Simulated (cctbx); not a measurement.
## What is wrong with this refinement?

Cell a = 6.6880 Å, b = 10.8630 Å, c = 5.6880 Å, α = 90.00°, β = 90.00°, γ = 90.00°; space group Cmcm (no. 63).

The data are simulated with cctbx, not measured: synchrotron X-rays, λ = 0.6889 Å, to d = 0.7 Å, 70 % of the full sphere, strongest reflection 20000 counts, noise from counting, a 6 % proportional error and a noise floor of 15 counts (s.d.); no absorption.

An anisotropic refinement with weights 1/σ² prints:

```text
Rint 0.047, 370 unique reflections to 0.70 A
cycle     R1     wR2    GooF  max shift (A)
   1  0.2848  0.5950  14.982   0.00630
   2  0.2801  0.5603  14.108   0.00017
final R1 0.2800 wR2 0.5603 GooF 14.108  parameters 10  data/parameter 37.0
atom        x        y        z      Ueq    occ   su(xyz)  su(Uiso or U11)
Eu1    0.50000  0.14991  0.25000  -0.0056  1.000  0.00048  0.0027  NPD
Te1    0.23134  0.90763  0.25000  -0.0071  1.000  0.00081  0.0026  NPD
difference map: max 169.07 min -11.93 rms 7.56
Q1    0.0000  0.0000  0.0000    4  169.07  2.33 A from Te1
Q2    0.0000  0.3532  0.7500    4   98.47  0.03 A from Eu1
Q3    0.2379  0.0897  0.7500    8   77.87  0.05 A from Te1
Q4    0.0000  0.0010  0.2500    4   13.41  1.85 A from Te1
Q5    0.2378  0.1236  0.2500    8   10.87  1.78 A from Eu1
Q6    0.0996  0.0796  0.9998   16   10.30  1.68 A from Te1
```

Q: Accept it or mend it, and why?

Mend it. The fault: an atom left out, Fe at (0, 0, 0). Against the right model at the same level, R1 goes from 0.0168 to 0.2800 and GooF from 0.99 to 14.11, U of Te1 shrinks from 0.0030 to -0.0071 Å², U of Eu1 shrinks from 0.0027 to -0.0056 Å², the top difference peak, 169.1 e/Å³, lies 2.33 Å from Te1 and Eu1 and Te1 go non-positive-definite. Q1 is the missing atom. With scattering power missing, scale and phases suffer, so peaks may also grow on the heavy atoms.

The compound is EuFeTe2. The right model at the same level gives:

```text
Rint 0.047, 370 unique reflections to 0.70 A
cycle     R1     wR2    GooF  max shift (A)
   1  0.0177  0.0416   1.053   0.00011
   2  0.0168  0.0390   0.988   0.00000
final R1 0.0168 wR2 0.0390 GooF 0.988  parameters 14  data/parameter 26.4
atom        x        y        z      Ueq    occ   su(xyz)  su(Uiso or U11)
Eu1    0.50000  0.14937  0.25000   0.0027  1.000  0.00003  0.0002
Te1    0.23164  0.90819  0.25000   0.0030  1.000  0.00004  0.0002
Fe1    0.00000  0.00000  0.00000   0.0035  1.000  0.00000  0.0004
difference map: max 1.32 min -1.59 rms 0.37
Q1    0.1812  0.3818  0.2500    8    1.33  0.65 A from Te1
Q2    0.0000  0.4835  0.2500    4    1.32  1.80 A from Eu1
Q3    0.1148  0.0389  0.6724   16    1.25  1.07 A from Te1
Q4    0.0000  0.3590  0.2500    4    1.16  1.87 A from Te1
Q5    0.2285  0.4691  0.2500    8    1.07  0.71 A from Te1
Q6    0.1961  0.0958  0.7500    8    1.05  0.24 A from Te1
```

Isotropic U is held between 0.0001 and 1 Å² by the program, and listed peak heights are interpolated, so they can pass the grid's maximum.

The model is made up (kin elements in a known structure type, no relaxation), so it says nothing on whether the phase exists.

[Middle refinement cycles are left out of these outputs.]

[Logs are printed without paths, hosts, clocks, repeated set-up lines and the standing remarks that a program may print on its own settings, such as how far it seeks lower states.]
